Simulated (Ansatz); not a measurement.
**InGe2 (built on the sites of a database entry of ScSi2): following an unstable mode**

Wanted: the energy along a soft mode of InGe2 (built on the sites of a database entry of ScSi2) and the structure at the end.

Calculated with Ansatz 0.2.0; DFT PBE, scalar-relativistic, plane waves, norm-conserving pseudopotentials.

The structure was built from a prototype and need not be the compound's stable phase.

### Step 1. Starting point

The structure is hexagonal, space group P6/mmm (No. 191). Conventional cell: a = 4.481 Å, b = 4.481 Å, c = 4.179 Å, α = 90.00°, β = 90.00°, γ = 120.00°. Nearest to In lie 12 Ge at 3.33 Å. Ge has 3 Ge at 2.59 Å and 6 In at 3.33 Å nearest. Farther neighbours are not listed.

### Step 2. Phonons on a q mesh

The cell comes from relaxations at this level that are not shown. The mesh has a single point along some directions, so zone-edge points there are not solved. Linear response on a 1×1×2 q mesh gives force constants as far as a supercell of that size would.

File input.yaml:

```yaml
crystal:
  lattice:
    - [4.4813099044, 3.7191e-06, 0.0]
    - [-2.240658173, 3.8809263599, 0.0]
    - [0.0, 0.0, 4.1789659809]
  atoms:
    - { symbol: In, position: [0.0, 0.0, 0.0] }
    - { symbol: Ge, position: [0.3333333333, 0.6666666667, 0.5] }
    - { symbol: Ge, position: [0.6666666667, 0.3333333333, 0.5] }
kpoints:
  mp_grid: { grid: [12, 12, 12] }
hamiltonian:
  xc: pbe
  pseudopotentials: { kind: nc }
scf:
  occupations: { method: methfessel_paxton, width: 0.2 }
output:
  eigenvalues: true
phonons:
  method: dfpt
  qmesh: [1, 1, 2]
  temperatures: { t_max: 1000, t_step: 50 }
  qpath:
    path:
      - [[0.0, 0.0, 0.0], [0.5, 0.0, 0.0], [0.33333333, 0.33333333, 0.0], [0.0, 0.0, 0.0], [0.0, 0.0, 0.5], [0.5, 0.0, 0.5], [0.33333333, 0.33333333, 0.5], [0.0, 0.0, 0.5]]
      - [[0.5, 0.0, 0.5], [0.5, 0.0, 0.0]]
      - [[0.33333333, 0.33333333, 0.5], [0.33333333, 0.33333333, 0.0]]
    npoints: 10
```

Launch:

```console
ansatz run input.yaml --threads 8 --pin off --max-ram 14336MiB --backend cpu --events-out ev --progress --plain --runs-dir out
```

Numbers of over 12 decimals in the logs are rounded to 6 here.

Log:

```text
Engine: ansatz 0.2.0, aarch64-unknown-linux-gnu
Pseudopotentials: kind: nc
Pseudopotential: In, nc, valence charge 13, recommended cutoff 952.398519 eV (normal), In.nc.azcp
Pseudopotential: Ge, nc, valence charge 14, recommended cutoff 1061.244064 eV (normal), Ge.nc.azcp
Functional definition: PBE
  parameter kappa = 0.804
  parameter beta = 0.066725
  exchange = pbe_x(kappa = kappa, mu = beta*pi^2/3)
  correlation = pbe_c(beta = beta)
Crystal: 3 atoms, lattice volume = 72.679 Å³
Basis set: ecut = 1061.244064 eV, 5705 PW (Γ), exchange–correlation on 96×96×90 points (8 copies of the dense FFT grid, shifted against one another)
Bands: 25, of which v1, the nominal top of the filled ones, is band 21 counted from 1 (20 counted from 0)
Symmetry: 24 space group operations
k-points: 133 of 1728
Non-local potential: In, projectors of the file, l = 0: 2, l = 1: 2, l = 2: 2, l = 3: 1
Non-local potential: Ge, projectors of the file, l = 0: 2, l = 1: 2, l = 2: 2
Initial density: superposition of atomic densities (chi_scale 0.1, normalization cell, long waves kept (reshape's long-wave potential 0.00 eV rms))
Initial wavefunctions: pseudopotential atomic-orbital guess
Functional: x = pbe(κ = 0.804, μ = 0.219515), c = pbe(β = 0.066725)
SCF iter   1: F=—  HF=-6668.067541 eV  |F-HF|=—  |Δ(HF+E_count)|=         —  Δρ=1.90e-2  dr2=2.16e-1  ethr=3.10e-3  ⟨swp⟩=5.7  Hψ=13586  notcnv=0
preconditioner: auto → Kerker (q_TF=auto, 2.480 Å⁻¹)  [metal: Δε(μ)=0.018 eV  Ē_g=19.428 eV  σ=0.200 eV  W_gap=0.08  n_scr=20 (ndim 8)  ℏωp=27.9 eV  f_vac=0.000  D(μ)=1.29/eV (n_scr^D=8)]
SCF iter   2: F=—  HF=-6668.016706 eV  |F-HF|=—  |Δ(HF+E_count)|=   5.08e-2  S|Δr|=    0.00e0  Δρ=1.12e-2  dr2=8.25e-2  ethr=5.27e-4  ⟨swp⟩=1.0  Hψ=4389  notcnv=0
SCF iter   3: F=—  HF=-6667.993963 eV  |F-HF|=—  |Δ(HF+E_count)|=   2.27e-2  S|Δr|=    0.00e0  Δρ=2.66e-3  dr2=3.14e-3  ethr=2.01e-4  ⟨swp⟩=2.6  Hψ=5737  notcnv=0
SCF iter   4: F=—  HF=-6667.993508 eV  |F-HF|=—  |Δ(HF+E_count)|=   4.55e-4  S|Δr|=    0.00e0  Δρ=1.17e-3  dr2=4.43e-4  ethr=7.66e-6  ⟨swp⟩=2.0  Hψ=6056  notcnv=0
SCF iter   5: F=—  HF=-6667.993360 eV  |F-HF|=—  |Δ(HF+E_count)|=   1.48e-4  S|Δr|=    0.00e0  Δρ=2.17e-4  dr2=2.78e-5  ethr=1.08e-6  ⟨swp⟩=2.1  Hψ=6042  notcnv=0
SCF iter   6: F=—  HF=-6667.993358 eV  |F-HF|=—  |Δ(HF+E_count)|=   2.36e-6  S|Δr|=    0.00e0  Δρ=3.98e-5  dr2=2.00e-6  ethr=6.77e-8  ⟨swp⟩=3.3  Hψ=6682  notcnv=0
SCF iter   7: F=—  HF=-6667.993522 eV  |F-HF|=—  |Δ(HF+E_count)|=   1.64e-4  S|Δr|=    0.00e0  Δρ=1.47e-5  dr2=1.98e-7  ethr=4.88e-9  ⟨swp⟩=3.4  Hψ=6955  notcnv=0
SCF iter   8: F=—  HF=-6667.993522 eV  |F-HF|=—  |Δ(HF+E_count)|=   1.82e-8  S|Δr|=    0.00e0  Δρ=4.17e-6  dr2=1.95e-8  ethr=4.82e-10  ⟨swp⟩=2.2  Hψ=5452  notcnv=0
SCF iter   9: F=—  HF=-6667.993522 eV  |F-HF|=—  |Δ(HF+E_count)|=  4.98e-10  S|Δr|=    0.00e0  Δρ=1.18e-6  dr2=9.06e-10  ethr=4.76e-11  ⟨swp⟩=2.6  Hψ=5460  notcnv=0
SCF iter  10: F=—  HF=-6667.993522 eV  |F-HF|=—  |Δ(HF+E_count)|=  1.45e-10  S|Δr|=    0.00e0  Δρ=2.25e-7  dr2=4.32e-11  ethr=2.21e-12  ⟨swp⟩=3.0  Hψ=7299  notcnv=0
SCF iter  11: F=-6667.993522 eV  HF=-6667.993522 eV  |F-HF|=5.46e-12  |Δ(HF+E_count)|=  2.73e-11  S|Δr|=    0.00e0  Δρ=8.50e-8  dr2=3.80e-12  ethr=1.00e-12  ⟨swp⟩=11.6  Hψ=23009  notcnv=0
SCF 1 converged in 11 iterations: F = -6667.993522 eV  dr2 = 3.80e-12
phonons: the bands overlap, so this run is a metal and interpolates without the dipole-dipole term. If the crystal is really an insulator or semiconductor, its LO-TO splitting is missing
NSCF: frozen V_eff on 133 k-points
WARN: eigensolver did not converge in 24 slots of this pass, the one above among them; of largest residual over every band (k=21): 1 band(s) unlocked (lowest unlocked band 24, counted from 0; max residual 1.03e-3 eV among the unlocked bands, 1.03e-3 eV over every band); of lowest unlocked band (k=15): band 24
NSCF: frozen V_eff on 518 k-points
DFPT response loops at q = (0, 0, 0) (fractional): preconditioner auto → Kerker (q_TF=auto, 2.480 Å⁻¹) (partly filled bands, converged f_vac=0.000); β = 1.00, the filter's whole step (`scf.mixing.beta` (0.50) is not read by the response loops under this deck's `scf.mixing.preconditioner`; to damp them name `kerker` or `kerker_dos`, under which they read `scf.mixing.beta`, and type it under 1.00, their step now; both keys bind the ground state too); Broyden in place of MSR1
NSCF: frozen V_eff on 1036 k-points
DFPT response loops at q = (0, 0, -0.5) (fractional): mixed as the last ones told, above
SCF converged after 11 iterations
Stability not checked: this state was not tested for a lower state beside it, because cold or Methfessel-Paxton smearing, or corrected tetrahedra, fill the levels in a way that the test cannot read (fill_not_monotonic; see scf.lower_state_search)
Free energy (F): -6667.993522 eV
Harris-Foulkes:  -6667.993522 eV  (|F-HF|=5.46e-12)
Internal energy: -6667.993154 eV  (E = F + TS)
E sigma→0 (E₀):  -6667.993430 eV
Entropy (-TS):   -0.000368 eV (-0.123 meV/atom)
Fermi energy:    9.671791 eV
--- Per-component energies (eV) ---
  E_band       = -295.663782
  E_kinetic    = 4784.537454
  E_local      = -5354.302371  (includes V_loc(G=0)·N_el)
  E_nonlocal   = -2285.760246
  E_hartree    = 1832.236123
  E_xc         = -1731.101313
  E_vxc        = -1104.610860  (∫ρ·V_xc dr)
  E_ewald      = -3913.602801
  E_smearing   = -0.000368  (= −TS)
  E_closure    = 0.000000  (closes the sum)
  Σ components = -6667.993522   (vs F -6667.993522, Δ=0.00e0)
--- Band table (eV; the first three rows and the last of 133) ---
  k-point 0: bands = [... 17 lower, 6.8160, 7.6038, 7.7911, 7.7911, 9.9846, 9.9846, 13.5931, 14.4166]
  k-point 1: bands = [... 17 lower, 6.1673, 7.8068, 7.8068, 8.2798, 10.0518, 10.0518, 13.7801, 14.2142]
  k-point 2: bands = [... 17 lower, 6.2378, 7.8508, 7.8508, 9.1610, 10.2519, 10.2519, 13.7261, 14.2970]
  k-point 132: bands = [... 17 lower, 4.9284, 5.6828, 7.0028, 7.0028, 12.8486, 12.8486, 13.1185, 15.8740]
--- Phonons (Γ-DFPT): 4 representative perturbations + reference (Σ response iterations 12) ---
  ASR residual: 4.154e-4 → 0.000e0 eV/Å²; symmetrization residual: 2.833e-5 eV/Å²
  ASR residual per site (eV/Å²): 4.15e-4 3.50e-5 3.50e-5
  Γ frequencies (cm⁻¹): -49.65 0.00 0.00 0.00 50.16 50.16 93.97 204.36 204.36
--- Phonons (arbitrary-q DFPT): 2 irreducible q on the 1×1×2 mesh ---
  q = [0.0000, 0.0000, 0.0000] (star 1, of the zone-centre solve; hermiticity 9.90e-6, symmetrization 3.84e-7): -49.65 -0.00 0.00 0.00 50.16 50.16 93.97 204.36 204.36
  q = [0.0000, 0.0000, -0.5000] (star 1, 4 solved perturbations in 1302 linear systems a pass and spin channel, the states on 518 of 1728 k-point pairs; hermiticity 3.44e-7, symmetrization 1.72e-7, the responses' own estimated error 2.4e-4 eV/Å²): -62.12 44.76 44.76 46.66 46.66 67.62 77.67 196.03 196.03
  sum rule: each row above includes the acoustic sum rule's correction from the zone centre's row sums; it moved no ω² by more than (0.99 cm⁻¹)²
  mesh force constants: q→R imaginary residual 0.00e0; ASR residual 4.154e-4 → 0.000e0 eV/Å²; symmetrization residual 7.105e-15 eV/Å²
  interpolated dispersion: 93 rows × 9 modes
  density of states and harmonic sums: on the 16×16×16 q-mesh, interpolated from the force constants of a 1×1×2 supercell (no non-analytic term)
  largest difference from the sums on the solved wave vectors: F 3.24e-1 eV, S 4.57e-4 and C_V 1.33e-4 eV/K
  zero-point energy: 0.046819 eV/cell   skipped modes (ω ≤ 0): 258, of them read as no rigid motion or as one in doubt: 255 (9.575e-1 modes/cell left out, lowest -62.12 cm⁻¹)   left out of the sums: 1.06e-1 of the cell's modes: C_V's classical limit lies that fraction below 3 k_B per atom; for a crystal, a wire or a layer, F and S can be off by more, and a phonons.interpolated_qmesh denser along its periods is the remedy for the sampling
```

The job ended after 3.4 min (8 threads of Arm Neoverse V2, shared host; peak memory 6.5 GiB; 27 min of CPU time).

The column dr2 measures how far the density is from self-consistency, as an energy; F and HF (Harris–Foulkes) agree once it is small.

This step gave:

| Item | Value |
| --- | --- |
| volume per atom | 24.23 Å³ |
| gap on the k-mesh | 0 eV |
| sum-rule residual before enforcement | 4.15e-4 eV/Å² |
| point group | 6/mmm |
| highest optical mode at the zone centre (no LO-TO term) | 204.4 cm⁻¹ |
| lowest optical zone-centre mode | -49.65 cm⁻¹ |
| lowest mode on the q mesh (acoustic modes at Γ apart) | -62.12 cm⁻¹ |
| highest frequency at a solved wavevector (no LO-TO term at Γ) | 204.4 cm⁻¹ |

Frequencies (cm⁻¹) solved at each irreducible wavevector; negative means imaginary. Frequencies by wavevector, by row:

| q in reciprocal lattice units | star | mode 1 | mode 2 | mode 3 | mode 4 | mode 5 | mode 6 | mode 7 | mode 8 | mode 9 |
| --- | --- | --- | --- | --- | --- | --- | --- | --- | --- | --- |
| 0 0 0 | 1 | -49.6 | 0 | 0 | 0 | 50.2 | 50.2 | 94 | 204.4 | 204.4 |
| 0 0 -0.5 | 1 | -62.1 | 44.8 | 44.8 | 46.7 | 46.7 | 67.6 | 77.7 | 196 | 196 |

Symmetry leaves 2 wavevectors to solve. The lowest mode among them, the acoustic zeros apart, lies at q = (0, 0, -0.5) and is imaginary, 62.1i cm⁻¹, so the energy falls along it.

### Step 3. The mode frozen in, largest atomic shift 0 Å

The mode followed lies at Γ with frequency 49.7i cm⁻¹, one of the unstable modes though not the softest. At small amplitude the distorted cell has space group no. 164 by a symmetry search on the positions. The undistorted cell that holds it gives the zero of energy on the same k mesh.

input.yaml, the sections that differ from step 2:

```yaml
output:
  forces: true
  stress: true
  eigenvalues: true
# crystal, kpoints, hamiltonian, scf: as in step 2
# phonons: removed
```

Log:

```text
[...]
Crystal: 3 atoms, lattice volume = 72.679 Å³
Basis set: ecut = 1061.244064 eV, 5705 PW (Γ), exchange–correlation on 96×96×90 points (8 copies of the dense FFT grid, shifted against one another)
Bands: 25, of which v1, the nominal top of the filled ones, is band 21 counted from 1 (20 counted from 0)
Symmetry: 24 space group operations
[...]
k-points: 133 of 1728
[...]
--- Band table (eV; the first three rows and the last of 133) ---
  k-point 0: bands = [... 17 lower, 6.8160, 7.6038, 7.7910, 7.7910, 9.9845, 9.9845, 13.5931, 14.4167]
  k-point 1: bands = [... 17 lower, 6.1672, 7.8068, 7.8068, 8.2798, 10.0518, 10.0518, 13.7801, 14.2142]
  k-point 2: bands = [... 17 lower, 6.2378, 7.8508, 7.8508, 9.1610, 10.2519, 10.2519, 13.7261, 14.2970]
  k-point 132: bands = [... 17 lower, 4.9284, 5.6827, 7.0028, 7.0028, 12.8486, 12.8486, 13.1184, 15.8740]
[key lines of the parts left out:]
SCF converged after 8 iterations
Free energy (F): -6667.993522 eV
Fermi energy:    9.671784 eV
P = ⅓ Tr σ = -0.0019 GPa (-0.019 kbar)
```

It took 4.3 s on 8 threads; peak memory 0.97 GiB; 33 s of CPU time.

Numbers from this step:

| Item | Value |
| --- | --- |
| pressure | -0.001901 GPa |
| energy from the undistorted cell | 0 meV/atom |

The run ends at a pressure of 0.00 GPa.

### Step 4. The mode frozen in, largest atomic shift 0.22 Å

The atoms are moved along the unstable eigenvector, the largest shift by 0.22 Å, with the cell fixed.

input.yaml, the sections that differ from step 3:

```yaml
crystal:
  lattice:
    - [4.4813099044, 3.7191e-06, 0.0]
    - [-2.240658173, 3.8809263599, 0.0]
    - [0.0, 0.0, 4.1789659809]
  atoms:
    - { symbol: In, position: [0.0, 0.0, 0.0] }
    - { symbol: Ge, position: [0.3333333333, 0.6666666667, 0.4473553982] }
    - { symbol: Ge, position: [0.6666666667, 0.3333333333, 0.5526446018] }
# kpoints, hamiltonian, scf, output: as in step 3
```

Log:

```text
[...]
Crystal: 3 atoms, lattice volume = 72.679 Å³
Basis set: ecut = 1061.244064 eV, 5705 PW (Γ), exchange–correlation on 96×96×90 points (8 copies of the dense FFT grid, shifted against one another)
Bands: 25, of which v1, the nominal top of the filled ones, is band 21 counted from 1 (20 counted from 0)
Symmetry: 12 space group operations
[...]
k-points: 193 of 1728
[...]
--- Band table (eV; the first three rows and the last of 193) ---
  k-point 0: bands = [... 17 lower, 6.7892, 7.9465, 7.9465, 8.2183, 9.9565, 9.9565, 12.7535, 15.3834]
  k-point 1: bands = [... 17 lower, 6.6217, 7.9632, 7.9632, 8.6339, 10.0239, 10.0239, 12.8195, 15.2713]
  k-point 2: bands = [... 17 lower, 6.5409, 8.0101, 8.0101, 9.3729, 10.2244, 10.2244, 12.8775, 15.1781]
  k-point 192: bands = [... 17 lower, 5.0696, 5.5852, 6.8213, 6.8213, 13.0313, 13.0313, 13.2569, 15.8062]
[key lines of the parts left out:]
SCF converged after 8 iterations
Free energy (F): -6668.011733 eV
Fermi energy:    9.655415 eV
P = ⅓ Tr σ = -0.5342 GPa (-5.342 kbar)
```

The job ended after 6.2 s (8 threads; peak memory 1.2 GiB).

Numbers from this step:

```
pressure                         : -0.5342 GPa
energy from the undistorted cell : -6.08 meV/atom
```

The energy, extrapolated to zero smearing, is -6.08 meV/atom against the undistorted cell.

The run ends at a pressure of -0.53 GPa, with forces up to 0.034 eV/Å.

### Step 5. Energy along the mode, all amplitudes (two of the runs are shown above)

An imaginary frequency means negative curvature, so the energy should fall and then rise again as anharmonic terms take over.

Numbers from this step:

```
depth at the lowest point sampled  : 6.08 meV/atom
largest atomic shift at that point : 0.22 Å
```

The energy from the parent by largest atomic shift:

| largest atomic shift (Å) | energy from the parent (meV/atom) |
| --- | --- |
| 0.000 | 0 |
| 0.040 | -0.364 |
| 0.080 | -1.36 |
| 0.140 | -3.42 |
| 0.220 | -6.08 |
| 0.320 | -4.90 |
| 0.450 | 3.26 |
| 0.600 | 24.4 |

Displacement at unit largest shift by atom:

| atom | x (Å) | y (Å) | z (Å) | size |
| --- | --- | --- | --- | --- |
| In1 | 0.00 | 0.00 | 0.00 | 0.00 |
| Ge2 | 0.00 | 0.00 | -1.00 | 1.00 |
| Ge3 | 0.00 | 0.00 | 1.00 | 1.00 |

The lowest of the steps tried is at 0.22 Å, 6.08 meV/atom below the parent; the bottom of the well need not coincide with a step.

(Part 1 of 3 ends here.)

[Logs are printed without paths, hosts, clocks, repeated set-up lines and the standing remarks that a program may print on its own settings, such as how far it seeks lower states.]

[Hosts, paths, dates, database ids (printed as entryN), source tags and the programs' standing remarks are cut or masked in the printed files.]
